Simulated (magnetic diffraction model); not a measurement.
# Magnetic neutron pattern of Lu3Co2Pb3

Space group Cmcm (no. 63), a = 4.6150 Å, b = 11.7290 Å, c = 14.9410 Å.

| site | atom | x | y | z |
| --- | --- | --- | --- | --- |
| 4c | Pb | 0 | 0.3356 | 3/4 |
| 8f | Pb | 1/2 | 0.1169 | 0.9551 |
| 4c | Lu | 1/2 | 0.1421 | 3/4 |
| 8f | Lu | 1/2 | 0.4233 | 0.8837 |
| 8f | Co | 1/2 | 0.2884 | 0.4158 |

This is a made-up structure (elements placed in a structure type, unrelaxed), so the numbers test the method and describe no known phase.

Only Co is taken to order (form factors of Co2+); orders and moment sizes are assumed, and not adapted to the symmetry. Radiation: neutrons of λ = 2.567 Å, 3° to 50°; isotropic B of 0.13 Å² (Pb), 0.12 Å² (Lu) and 0.2 Å² (Co). The intensities are simulated: I ∝ L Σ (|F_N|² + |F_M⊥|²) for unpolarised neutrons, with F_M = 2.695 fm/μB × Σ f(s) S exp(2πi Q·r) exp(−B s²) at Q = H ± k (one set where k and −k are equivalent), only the part normal to Q counting and L = 1/(sin²θ cos θ). For collinear order S is the moment m, which repeats by lattice and centring translations R with the sign exp(−2πi k·R). Form factors are spin-only for 3d ions and dipole or tabulated for f ions, scattering lengths are Sears's of 1992, and absorption is left out. A label names one of the reflections at its angle. The strongest nuclear line in the range is 100, and lines under 0.2 are left out.

Assume the order k = (1/2 1/2 1), collinear moments along [110], 0.97 μB on Co; signs + at (1/2, 0.2884, 0.4158), − at (0, 0.2116, 0.5842), + at (1/2, 0.2884, 0.0842), − at (0, 0.2116, 0.9158).

Q: Where does magnetic intensity appear, and how strong is it?

```
2θ (°)         index  nuclear  magnetic
 17.19   (1/2 1/2 0)      0.0       8.9
 19.79       (0 0 2)      8.6       0.0
 19.85   (1/2 1/2 1)      0.0       2.5
 24.85  (1/2 -3/2 0)      0.0       1.6
 26.32   (1/2 1/2 2)      0.0       2.6
 26.79  (1/2 -3/2 1)      0.0       3.5
 27.20       (0 2 1)      6.5       0.0
 31.96  (1/2 -3/2 2)      0.0       0.5
 32.31       (0 2 2)     24.9       0.0
 34.66   (1/2 1/2 3)      0.0       3.9
 34.78       (1 1 0)     46.8       0.0
 36.23       (1 1 1)      9.4       0.0
 39.23  (1/2 -3/2 3)      0.0       6.6
 39.52       (0 2 3)     26.7       0.0
 40.20       (0 0 4)     13.2       0.0
 41.18   (1/2 5/2 2)      0.0       0.4
 44.01   (1/2 1/2 4)      0.0       1.0
 46.49       (1 1 3)    100.0       0.0
 47.83  (1/2 -3/2 4)      0.0       0.2
 48.08       (0 2 4)     36.1       0.0
 49.22  (1/2 -7/2 1)      0.0       0.6
 49.76  (3/2 -1/2 0)      0.0       1.4
```

The strongest magnetic line in the range is (1/2 1/2 0) at 17.19° (8.9). On top of the Lorentz factor, which all lines share, magnetic lines fade with angle because f falls: for Co2+ it is 0.91, 0.71, 0.49 and 0.18 at sin θ/λ = 0.1, 0.2, 0.3 and 0.5 Å⁻¹, while nuclear lengths stay constant. The order has no net moment.

[Logs are printed without paths, hosts, clocks, repeated set-up lines and the standing remarks that a program may print on its own settings, such as how far it seeks lower states.]
